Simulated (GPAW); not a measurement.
Records of electronic-structure calculations.

```
! title: WSe2 (P6_3/mmc): one start, several treatments of the self-energy
! method: DFT, PBE, plane waves, PAW (and 1 further level or step)
! program: GPAW 26.7.0
! settings: cutoff 450 eV, GPAW PAW setups 1.2.1 data release, 6×6×1 k-mesh, nbands 286
! cost: 4 runs, 14 min in all on 4 MPI ranks of Arm Neoverse V1, shared host
! notes: The database entry behind the starting cell differs from other determinations of this structure. The cell and positions come from the Crystallography Open Database and are kept as given unless a step says otherwise. Limits: no spin-orbit coupling. The 6×6×1 mesh is coarse for this cell, which bears on the long-range parts of exchange and screening.
! G0W0, Godby-Needs plasmon pole: 1.252 eV
! G0W0, full frequency, Hilbert transform: 1.236 eV
! G0W0, multipole: 1.232 eV
! known limits: short of the basis limit; no spin-orbit coupling; coarse k mesh
CELL_PARAMETERS angstrom
3.29000 0.00000 0.00000
-1.64500 2.84922 0.00000
0.00000 0.00000 12.97000
ATOMIC_POSITIONS crystal
W 0.33333 0.66667 0.25000
W 0.66667 0.33333 0.75000
Se 0.33333 0.66667 0.62100
Se 0.66667 0.33333 0.12100
Se 0.33333 0.66667 0.87900
Se 0.66667 0.33333 0.37900
```

[Long decimals in the printed logs are rounded to 6 places.]

[Logs are printed without paths, hosts, clocks, repeated set-up lines and the standing remarks that a program may print on its own settings, such as how far it seeks lower states.]

[Paths, hosts, dates, memory and timing lines, banners, echoed tables and standing remarks are left out of the program output; an Ansatz launch command may be rebuilt from the run's recorded settings. Measured values are a selection of at most five: reports struck by readers or far from the other reports are left out. None is set beside runs whose start may be inverted or whose files or cutoffs have a known fault.]

[Runs of the session that timed out or met a known fault of the program may be left out.]

[Hosts, paths, dates, database ids (printed as entryN), source tags and the programs' standing remarks are cut or masked in the printed files.]

[Where the starting crystal was built by hand or by swapping elements, it need not be the compound's stable phase.]
